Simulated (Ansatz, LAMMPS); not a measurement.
# Force difference against the spacing of support functions in Ni34Al66 (at. %) with crystalline order left by the classical run (62 atoms)

Density of this cell: 4.36 g/cm³. The cell holds 62 atoms: 21 Ni and 41 Al. Its edges and angles: a = 9.624 Å, b = 9.624 Å, c = 9.624 Å, α = 90.0°, β = 90.0°, γ = 90.0°. 62 atoms (21 Ni, 41 Al) placed at random at 3.77 g/cm³, melted at 2400 K for 10 ps at fixed volume with the EAM Ni-Al-H potential (Angelo, Moody and Baskes, Modell. Simul. Mater. Sci. Eng. 3, 289 (1995)). Quenched from 2400 K to 300 K at 5 K/ps and zero pressure, held 5 ps.

Calculated with Ansatz 0.2.0: Kohn-Sham DFT, PBE, PAW (set soft_2), localised support functions (medium), with the spacing typed; the reference is Kohn-Sham DFT, PBE, PAW (set soft_2), plane waves, cutoff 420 eV, k-mesh 2×2×2, methfessel-paxton smearing of 0.15 eV, spin polarised, started with 21 parallel moments, ending at 0.0 μB in the cell, with an r.m.s. force component of 0.584 eV/Å.

| spacing (Å) | r.m.s. force difference (meV/Å) | time |
| --- | --- | --- |
| 0.206 | 0.615 | 6.4 min |
| 0.263 | ? | ? |
| 0.297 | 1.342 | 5.1 min |
| 0.343 | 9.026 | 4.7 min |

**Question.** Fit a power law of the spacing to the rows given and interpolate to the withheld row.

**Working.**

A power law y = A x^b is a line in u = ln x and v = ln y.

| u = ln x | v = ln y |
| --- | --- |
| -1.57988 | -0.486133 |
| -1.21402 | 0.294161 |
| -1.07002 | 2.20011 |

With n = 3: mean u = -1.28798, mean v = 0.669379, Σ(u − ū)² = 0.13818, Σ(u − ū)(v − v̄) = 0.64317. Slope b = 0.64317 / 0.13818 = 4.6546; intercept a = v̄ − b ū = 6.6644.

At the withheld row u = -1.336, v = a + b u = 0.4477, and y = exp(v).

Prediction at 0.263: 1.565 meV/Å. The run gave 0.754 meV/Å, so the fit is high by 0.81 meV/Å (108 % of the value).

The fitted exponent is 4.7. Between neighbouring rows, the withheld one included, the exponents are 0.83, 4.7 and 13, so one power law doesn't hold over the range: the values level off at a floor. Among the rows given, the largest relative miss of the fit is at 0.297, by 1.4 meV/Å (105 %).

Limits: The difference holds the reference's own basis error, which sets a floor under it.

[Hosts, paths, dates, database ids (printed as entryN), source tags and the programs' standing remarks are cut or masked in the printed files.]
